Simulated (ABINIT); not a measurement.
# LaAlH6 (R-3m): a self-consistent loop beyond G0W0, cycle by cycle

Wanted: G0W0 and self-consistent gaps of LaAlH6 (R-3m), with the cost of the cycles.

Calculated with ABINIT 10.8.3; PBEsol and many-body steps on it, plane waves.

### Step 1. Starting point

The structure is trigonal, space group R-3m (No. 166). The conventional cell has a = 6.516 Å, b = 6.516 Å, c = 6.291 Å, α = 90.00°, β = 90.00°, γ = 120.00°. Nearest to La lie 12 H at 2.44 Å. Nearest to Al lie 6 H at 1.72 Å. Nearest to H lie 1 Al at 1.72 Å and 5 H at 2.29 to 2.44 Å and 2 La at 2.44 Å. Farther neighbours are not listed.

The cell and positions are those that the Materials Project relaxed with its own functionals (PBE, PBE+U or r2SCAN), kept fixed. Spin-orbit coupling is left out unless a step names it.

### Step 2. Empty states on the mesh, 2×2×2 mesh, 67 bands

This step: ABINIT 10.8.3; DFT, PBEsol, plane waves, norm-conserving pseudopotentials.

The sums over transitions need many empty states on a uniform mesh; this step solves for them.

run.abi

```
acell 3*1.0 Angstrom
rprim 
  3.258000458606 1.881007441796 2.097130288200
  -3.258000458606 1.881007441796 2.097130288200
  -0.000000000000 -3.762014883593 2.097130288200
ntypat 3
znucl 57 13 1
natom 8
typat 1 2 3 3 3 3 3 3
xred 
  0.500000000000 0.500000000000 0.500000000000
  0.000000000000 0.000000000000 0.000000000000
  0.939950120000 0.291822870000 0.291822870000
  0.291822870000 0.939950120000 0.291822870000
  0.291822870000 0.291822870000 0.939950120000
  0.060049880000 0.708177130000 0.708177130000
  0.708177130000 0.060049880000 0.708177130000
  0.708177130000 0.708177130000 0.060049880000
pp_dirpath "pseudos"
pseudos "La.upf, Al.upf, H.upf"
ecut 50
ngkpt 2 2 2
nshiftk 1
shiftk 0 0 0
kptopt 1
chksymbreak 0
iscf -2
irdden 1
istwfk *1
nband 67
nbdbuf 6
tolwfr 1e-09
nstep 60
prtvol 0
indata_prefix "in"
outdata_prefix "out"
tmpdata_prefix "tmp"
```

Launch:

```sh
$ OMP_NUM_THREADS=1 mpirun -n 4 abinit run.abi > log
```

Numbers of over 12 decimals in the logs are rounded to 6 here.

What it wrote:

```text
.Version 10.8.3 of ABINIT. v10.8.2 released Aug 2026.

 Symmetries : space group R-3 m (#166); Bravais hR (rhombohedral)
[... echo of the input left out ...]
== DATASET  1 ==================================================================
-   mpi_nproc: 4, omp_nthreads: 1 (-1 if OMP is not activated)

--- !DatasetInfo
iteration_state: {dtset: 1, }
dimensions: {natom: 8, nkpt: 4, mband: 67, nsppol: 1, nspinor: 1, nspden: 1, mpw: 8790, }
cutoff_energies: {ecut:  50.0, pawecutdg:  -1.0, }
[...]
1.15945    1.15945    1.17554    1.17554    1.20630    1.21835    1.26770    1.28509
   1.31254    1.31254    1.35114    1.35114    1.38802    1.38802    1.43092    1.43093
   1.45620    1.48106    1.49680
 prteigrs : prtvol=0 or 1, do not print more k-points.

== END DATASET(S) ==============================================================
================================================================================

 -outvars: echo values of variables after computation  --------
            nband          67
             nkpt           4
          spgroup         166
 [... the other variables as echoed above ...]

 Calculation completed.
```

The job ended after 27 s (4 MPI ranks of Intel Xeon Platinum 8223CL at 3.00GHz (Skylake/Cascade Lake), shared host; peak memory 0.39 GiB; 1.8 min of CPU time).

Numbers from this step:

```yaml
gap: 2.302 eV
k_of_the_valence_top: 0.5, 0, 0
k_of_the_conduction_bottom: 0, 0, 0
least_direct_gap: 3.039 eV
k_points_computed: 4
lowest_point_of_the_top_converged_band_above_the_valence_top: 33.45 eV
```

On this mesh the gap is 2.302 eV.

The density comes from a self-consistent run that is not shown.

### Step 3. Screening, 2×2×2 mesh, 61 bands, screening to 106.1 eV

The RPA dielectric matrix is built and inverted for each q.

This step: RPA screening on PBEsol, plane waves, norm-conserving pseudopotentials.

run.abi, as its differences from that of step 2:

```diff
@@ -26,10 +26,11 @@
 chksymbreak 0
-iscf -2
-irdden 1
 istwfk *1
-nband 67
-nbdbuf 6
-tolwfr 1e-09
-nstep 60
-prtvol 0
+occopt 1
+irdwfk 1
+optdriver 3
+nband 61
+ecuteps 3.9
+inclvkb 2
+awtr 1
+symchi 1
 indata_prefix "in"
```

What it wrote:

```text
.Version 10.8.3 of ABINIT. v10.8.2 released Aug 2026.

 Symmetries : space group R-3 m (#166); Bravais hR (rhombohedral)
[... echo of the input left out ...]
== DATASET  1 ==================================================================
-   mpi_nproc: 4, omp_nthreads: 1 (-1 if OMP is not activated)

--- !DatasetInfo
iteration_state: {dtset: 1, }
dimensions: {natom: 8, nkpt: 4, mband: 61, nsppol: 1, nspinor: 1, nspden: 1, mpw: 8790, }
cutoff_energies: {ecut:  50.0, pawecutdg:  -1.0, }
electrons: {nelect:   2.00000000E+01, charge:   0.00000000E+00, occopt:   1.00000000E+00, tsmear:   1.00000000E-02, }

 SCREENING: Calculation of the susceptibility and dielectric matrices

 Based on a program developped by R.W. Godby, V. Olevano, G. Onida, and L. Reining.
 Incorporated in ABINIT by V. Olevano, G.-M. Rignanese, and M. Torrent.
.Using double precision arithmetic ; gwpc =  8

[... cell and pseudopotentials left out ...]
--------------------------------------------------------------------------------

 ==== K-mesh for the wavefunctions ====
 Number of points in the irreducible wedge :     4
[... list of points left out ...]
 Together with 12 symmetry operations and time-reversal symmetry
 yields     8 points in the full Brillouin Zone.

 ==== Q-mesh for the screening function ====
 Number of points in the irreducible wedge :     4
[... list of points left out ...]
 Together with 12 symmetry operations and time-reversal symmetry
 yields     8 points in the full Brillouin Zone.

 setmesh: FFT mesh size selected  =    36x   36x   36
          total number of points  =        46656

 vcoul_init : cutoff-mode = AUXILIARY_FUNCTION
 q-points for optical limit:   1
     1)      0.000010    0.000020    0.000030

- screening: taking advantage of time-reversal symmetry
- Maximum band index for partially occupied states nbvw = 10
- Remaining bands to be divided among processors   nbcw = 51
- Number of bands treated by each node ~12

 Number of electrons calculated from density =   20.0000; Expected =   20.0000
 average of density, n =  0.038434
 r_s =    1.8382
 omega_plasma =   18.9109 [eV]

 calculating chi0 at frequencies [eV] :
  1    0.000000E+00    0.000000E+00
  2    0.000000E+00    1.891094E+01

--------------------------------------------------------------------------------
  q-point number  1        q = ( 0.000000, 0.000000, 0.000000) [r.l.u.]
--------------------------------------------------------------------------------
[... chi0 elements left out ...]
 For q-point:  0.000010 0.000020 0.000030
  dielectric constant =   8.1083
  dielectric constant without local fields =   8.9957

  Average fulfillment of the sum rule on Im[epsilon] for q-point    1 :     65.10  [%]
[... wings left out ...]
  q-point number  2        q = ( 0.500000, 0.000000, 0.000000) [r.l.u.]
--------------------------------------------------------------------------------
[... chi0 elements left out ...]
  Average fulfillment of the sum rule on Im[epsilon] for q-point    2 :     77.52  [%]

 [... 2 further q-points ...]
```

It took 11 s on 4 MPI ranks; peak memory 0.93 GiB.

Numbers from this step:

```
ε∞ with local fields, on this mesh, along the program's q direction : 8.108
the same without local fields                                       : 8.996
plasma frequency                                                    : 18.91 eV
plane waves in the screening matrix                                 : 207
```

Local fields lower ε∞ by 10 %. On a Γ-centred mesh this coarse the value itself is usually too large, while a short band sum pulls it down.

### Step 4. G0W0

The self-energy is evaluated for the states that the input lists, and the levels follow from it, in one-shot runs by the linearised quasiparticle equation.

This step: G0W0 on PBEsol, plane waves, norm-conserving pseudopotentials.

run.abi, as its differences from that of step 3:

```diff
@@ -29,8 +29,19 @@
 irdwfk 1
-optdriver 3
+optdriver 4
 nband 61
+gwcalctyp 0
+ecutsigx 50
+symsigma 1
+nkptgw 3
+kptgw 
+  0.5000000000 0.0000000000 0.0000000000
+  0.0000000000 0.0000000000 0.0000000000
+  0.5000000000 0.5000000000 0.0000000000
+bdgw 
+  9 12
+  8 12
+  9 12
 ecuteps 3.9
-inclvkb 2
-awtr 1
-symchi 1
+irdscr 1
+ppmodel 1
 indata_prefix "in"
```

What it wrote:

```text
.Version 10.8.3 of ABINIT. v10.8.2 released Aug 2026.

 Symmetries : space group R-3 m (#166); Bravais hR (rhombohedral)
[... echo of the input left out ...]
== DATASET  1 ==================================================================
-   mpi_nproc: 4, omp_nthreads: 1 (-1 if OMP is not activated)

--- !DatasetInfo
iteration_state: {dtset: 1, }
dimensions: {natom: 8, nkpt: 4, mband: 61, nsppol: 1, nspinor: 1, nspden: 1, mpw: 8790, }
cutoff_energies: {ecut:  50.0, pawecutdg:  -1.0, }
electrons: {nelect:   2.00000000E+01, charge:   0.00000000E+00, occopt:   1.00000000E+00, tsmear:   1.00000000E-02, }

 SIGMA: Calculation of the GW corrections

 Based on a program developped by R.W. Godby, V. Olevano, G. Onida, and L. Reining.
 Incorporated in ABINIT by V. Olevano, G.-M. Rignanese, and M. Torrent.
.Using double precision arithmetic ; gwpc =  8

[... cell and pseudopotentials left out ...]
--------------------------------------------------------------------------------

 ==== K-mesh for the wavefunctions ====
 Number of points in the irreducible wedge :     4
[... list of points left out ...]
 Together with 12 symmetry operations and time-reversal symmetry
 yields     8 points in the full Brillouin Zone.

 ==== Q-mesh for screening function ====
 Number of points in the irreducible wedge :     4
[... list of points left out ...]
 Together with 12 symmetry operations and time-reversal symmetry
 yields     8 points in the full Brillouin Zone.

 vcoul_init : cutoff-mode = AUXILIARY_FUNCTION
 q-points for optical limit:   1
     1)      0.000010    0.000020    0.000030
 setmesh: FFT mesh size selected  =    54x   54x   54
          total number of points  =       157464

 Number of electrons calculated from density =   20.0000; Expected =   20.0000
 average of density, n =  0.038434
 r_s =    1.8382
 omega_plasma =   18.9109 [eV]

 === KS Band Gaps ===
  >>>> For spin  1
   Minimum direct gap =   3.0388 [eV], located at k-point      :   0.5000  0.5000  0.0000
   Fundamental gap    =   2.3022 [eV], Top of valence bands at :   0.5000  0.0000  0.0000
                                       Bottom of conduction at :   0.0000  0.0000  0.0000
 SIGMA fundamental parameters:
 PLASMON POLE MODEL  1
 number of plane-waves for SigmaX                 8773
 number of plane-waves for SigmaC and W            207
 number of plane-waves for wavefunctions          8773
 number of bands                                    61
 number of independent spin polarizations            1
 number of spinorial components                      1
 number of k-points in IBZ                           4
 number of q-points in IBZ                           4
 number of symmetry operations                      12
 number of k-points in BZ                            8
 number of q-points in BZ                            8
 number of frequencies for dSigma/dE                 9
 frequency step for dSigma/dE [eV]                0.25
 number of omega for Sigma on real axis              0
 max omega for Sigma on real axis  [eV]           0.00
 zcut for avoiding poles [eV]                     0.10

 EPSILON^-1 parameters (SCR file):
 dimension of the eps^-1 matrix on file            207
 dimension of the eps^-1 matrix used               207
 number of plane-waves for wavefunctions          8773
 number of bands                                    61
 number of q-points in IBZ                           4
 number of frequencies                               2
 number of real frequencies                          1
 number of imag frequencies                          1

 matrix elements of self-energy operator (all in [eV])

 Perturbative Calculation

--- !SelfEnergy_ee
iteration_state: {dtset: 1, }
kpoint     : [   0.500,    0.000,    0.000, ]
spin       : 1
KS_gap     :    3.078
QP_gap     :    3.976
Delta_QP_KS:    0.898
data: !SigmaeeData |
     Band     E0 <VxcDFT>   SigX SigC(E0)      Z dSigC/dE  Sig(E)    E-E0       E
        9   3.401 -12.049 -14.573   2.380   0.779  -0.284 -12.161  -0.112   3.289
       10   3.747 -12.221 -14.608   2.294   0.781  -0.281 -12.293  -0.073   3.675
       11   6.825 -10.138  -5.192  -3.917   0.802  -0.246  -9.312   0.826   7.651
       12   6.965 -14.189  -3.458  -6.679   0.740  -0.352 -11.192   2.997   9.961

--- !SelfEnergy_ee
iteration_state: {dtset: 1, }
kpoint     : [   0.000,    0.000,    0.000, ]
spin       : 1
KS_gap     :    3.975
QP_gap     :    5.320
Delta_QP_KS:    1.345
data: !SigmaeeData |
     Band     E0 <VxcDFT>   SigX SigC(E0)      Z dSigC/dE  Sig(E)    E-E0       E
        8   1.966 -11.363 -14.785   2.882   0.771  -0.297 -11.779  -0.416   1.550
        9   1.966 -11.363 -14.785   2.882   0.771  -0.297 -11.779  -0.416   1.550
[...]
--- !SelfEnergy_ee
iteration_state: {dtset: 1, }
kpoint     : [   0.500,    0.500,    0.000, ]
spin       : 1
KS_gap     :    3.039
QP_gap     :    4.195
Delta_QP_KS:    1.156
data: !SigmaeeData |
     Band     E0 <VxcDFT>   SigX SigC(E0)      Z dSigC/dE  Sig(E)    E-E0       E
[...]
10   3.090 -11.471 -14.221   2.357   0.782  -0.279 -11.778  -0.307   2.782
       11   6.128 -10.055  -5.191  -3.811   0.806  -0.240  -9.206   0.849   6.977
       12   7.011 -14.961  -3.604  -6.944   0.732  -0.367 -11.733   3.228  10.239

== END DATASET(S) ==============================================================
================================================================================

 -outvars: echo values of variables after computation  --------
           etotal      0.0000000000E+00
            nband          61
             nkpt           4
          spgroup         166
 [... the other variables as echoed above ...]

 Calculation completed.
```

Wall time 8.2 s (4 MPI ranks); peak memory 0.64 GiB; 32 s of CPU time.

This step gave:

* G0W0 gap on the points computed: 3.302 eV
* starting gap on the mesh: 2.302 eV
* k of the valence top: 0.5, 0, 0
* k of the conduction bottom: 0.5, 0.5, 0
* Z at the valence top: 0.781
* Z at the conduction bottom: 0.806
* least direct G0W0 gap on the computed points: 3.976 eV

The gap on the mesh goes from 2.30 eV to 3.30 eV, a correction of +1.00 eV.

### Step 5. evGW0, cycle 1

This step: evGW0 on PBEsol, plane waves, norm-conserving pseudopotentials.

run.abi, as its differences from that of step 4:

```diff
@@ -31,14 +31,16 @@
 nband 61
-gwcalctyp 0
+gwcalctyp 10
 ecutsigx 50
 symsigma 1
-nkptgw 3
+nkptgw 4
 kptgw 
+  0.0000000000 0.0000000000 0.0000000000
   0.5000000000 0.0000000000 0.0000000000
-  0.0000000000 0.0000000000 0.0000000000
   0.5000000000 0.5000000000 0.0000000000
+  0.5000000000 0.5000000000 0.5000000000
 bdgw 
-  9 12
-  8 12
-  9 12
+  1 15
+  1 15
+  1 15
+  1 15
 ecuteps 3.9
```

What it wrote:

```text
.Version 10.8.3 of ABINIT. v10.8.2 released Aug 2026.

 Symmetries : space group R-3 m (#166); Bravais hR (rhombohedral)
[... echo of the input left out ...]
== DATASET  1 ==================================================================
-   mpi_nproc: 4, omp_nthreads: 1 (-1 if OMP is not activated)

--- !DatasetInfo
iteration_state: {dtset: 1, }
dimensions: {natom: 8, nkpt: 4, mband: 61, nsppol: 1, nspinor: 1, nspden: 1, mpw: 8790, }
cutoff_energies: {ecut:  50.0, pawecutdg:  -1.0, }
electrons: {nelect:   2.00000000E+01, charge:   0.00000000E+00, occopt:   1.00000000E+00, tsmear:   1.00000000E-02, }

 SIGMA: Calculation of the GW corrections

 Based on a program developped by R.W. Godby, V. Olevano, G. Onida, and L. Reining.
 Incorporated in ABINIT by V. Olevano, G.-M. Rignanese, and M. Torrent.
.Using double precision arithmetic ; gwpc =  8

[... cell and pseudopotentials left out ...]
--------------------------------------------------------------------------------

 ==== K-mesh for the wavefunctions ====
 Number of points in the irreducible wedge :     4
[... list of points left out ...]
 Together with 12 symmetry operations and time-reversal symmetry
 yields     8 points in the full Brillouin Zone.

 ==== Q-mesh for screening function ====
 Number of points in the irreducible wedge :     4
[... list of points left out ...]
 Together with 12 symmetry operations and time-reversal symmetry
 yields     8 points in the full Brillouin Zone.

 vcoul_init : cutoff-mode = AUXILIARY_FUNCTION
 q-points for optical limit:   1
     1)      0.000010    0.000020    0.000030
 setmesh: FFT mesh size selected  =    54x   54x   54
          total number of points  =       157464

 Number of electrons calculated from density =   20.0000; Expected =   20.0000
[...]
kpoint     : [   0.500,    0.500,    0.000, ]
spin       : 1
KS_gap     :    3.039
QP_gap     :    4.195
Delta_QP_KS:    1.156
data: !SigmaeeData |
     Band     E_DFT   <VxcDFT>   E(N-1)  <Hhartree>   SigX  SigC[E(N-1)]    Z     dSigC/dE  Sig[E(N)]  DeltaE  E(N)_pert E(N)_diago
[...]
--- !SelfEnergy_ee
iteration_state: {dtset: 1, }
kpoint     : [   0.500,    0.500,    0.500, ]
spin       : 1
KS_gap     :    4.490
QP_gap     :    7.925
Delta_QP_KS:    3.435
data: !SigmaeeData |
     Band     E_DFT   <VxcDFT>   E(N-1)  <Hhartree>   SigX  SigC[E(N-1)]    Z     dSigC/dE  Sig[E(N)]  DeltaE  E(N)_pert E(N)_diago
[...]
14     7.450   -16.149     7.450    23.599    -3.565    -7.538     0.715    -0.398   -12.540     3.609    11.059    12.496
       15     7.450   -16.149     7.450    23.599    -3.565    -7.538     0.715    -0.398   -12.540     3.609    11.059    12.496

 New Fermi energy :        1.990929E-01 Ha ,    5.417594E+00 eV
 New Exchange energy :    -6.484730E+00 Ha ,   -1.764585E+02 eV

 === QP Band Gaps ===
  >>>> For spin  1
   Minimum direct gap =   4.2000 [eV], located at k-point      :   0.5000  0.0000  0.0000
   Fundamental gap    =   3.5268 [eV], Top of valence bands at :   0.5000  0.0000  0.0000
                                       Bottom of conduction at :   0.5000  0.5000  0.0000

 writing QP data on file : out_QPS

 Convergence of QP corrections
 >>>>> For spin  1 <<<<<
.  kptgw no:  1; Maximum DeltaE = (   3.590  -0.000) for band index: 13
.  kptgw no:  2; Maximum DeltaE = (   3.680   0.000) for band index: 15
.  kptgw no:  3; Maximum DeltaE = (   3.694  -0.000) for band index: 14
.  kptgw no:  4; Maximum DeltaE = (   3.639  -0.000) for band index: 12

== END DATASET(S) ==============================================================
================================================================================

 -outvars: echo values of variables after computation  --------
           etotal      0.0000000000E+00
            nband          61
             nkpt           4
          spgroup         166
 [... the other variables as echoed above ...]

 Calculation completed.
```

It took 22 s on 4 MPI ranks; peak memory 1.2 GiB.

Numbers from this step:

* quasiparticle gap on the mesh: 3.527 eV
* gap of the density functional on the mesh: 2.302 eV
* k of the valence top: 0.5, 0, 0
* k of the conduction bottom: 0.5, 0.5, 0
* Z at the valence top: 0.781
* Z at the conduction bottom: 0.806
* least direct quasiparticle gap on the computed points: 4.2 eV

Against G0W0 in ABINIT (2×2×2 mesh, 61 bands, screening to 106.1 eV, Godby-Needs plasmon pole), the gap moves by +0.225 eV. This first cycle still uses the starting levels; it takes the full correction, at all points of the mesh, and its linearised value is 3.302 eV.

### Step 6. evGW0, cycle 2

The corrected levels of the last cycle go back in.

run.abi, as its differences from that of step 5:

```diff
@@ -48,2 +48,3 @@
 ppmodel 1
+irdqps 1
 indata_prefix "in"
```

What it wrote:

```text
.Version 10.8.3 of ABINIT. v10.8.2 released Aug 2026.

 Symmetries : space group R-3 m (#166); Bravais hR (rhombohedral)
[... echo of the input left out ...]
== DATASET  1 ==================================================================
-   mpi_nproc: 4, omp_nthreads: 1 (-1 if OMP is not activated)

--- !DatasetInfo
iteration_state: {dtset: 1, }
dimensions: {natom: 8, nkpt: 4, mband: 61, nsppol: 1, nspinor: 1, nspden: 1, mpw: 8790, }
cutoff_energies: {ecut:  50.0, pawecutdg:  -1.0, }
[...]
.  kptgw no:  2; Maximum DeltaE = (  -4.487   0.303) for band index:  1
.  kptgw no:  3; Maximum DeltaE = (  -4.450   0.317) for band index:  1
.  kptgw no:  4; Maximum DeltaE = (  -4.309   0.178) for band index:  1

== END DATASET(S) ==============================================================
================================================================================

 -outvars: echo values of variables after computation  --------
           etotal      0.0000000000E+00
            nband          61
             nkpt           4
          spgroup         166
 [... the other variables as echoed above ...]

 Calculation completed.
```

It took 23 s on 4 MPI ranks; peak memory 1.2 GiB.

Numbers from this step:

```yaml
quasiparticle_gap_on_the_mesh: 3.449 eV
gap_of_the_density_functional_on_the_mesh: 2.302 eV
k_of_the_valence_top: 0.5, 0, 0
k_of_the_conduction_bottom: 0.5, 0.5, 0
least_direct_quasiparticle_gap_on_the_computed_points: 4.13 eV
```

Against the cycle before, the gap moves by −0.078 eV.

(Continued in part 2 of 3.)

[Paths, hosts, dates, memory and timing lines, banners, echoed tables and standing remarks are left out of the program output.]

[Logs are printed without paths, hosts, clocks, repeated set-up lines and the standing remarks that a program may print on its own settings, such as how far it seeks lower states.]

[Runs of the session that timed out or met a known fault of the program may be left out.]

[Hosts, paths, dates, database ids (printed as entryN), source tags and the programs' standing remarks are cut or masked in the printed files.]

[G0W0 gaps are taken among the corrected bands and points alone; a level outside them can change the order at an edge.]

[Where Ansatz stands beside ABINIT at settings called matched, ABINIT's density can come from a denser mesh and the files from another edition; pairs whose starting gaps differed by over 0.03 eV were left out, so agreement reads better than it is.]
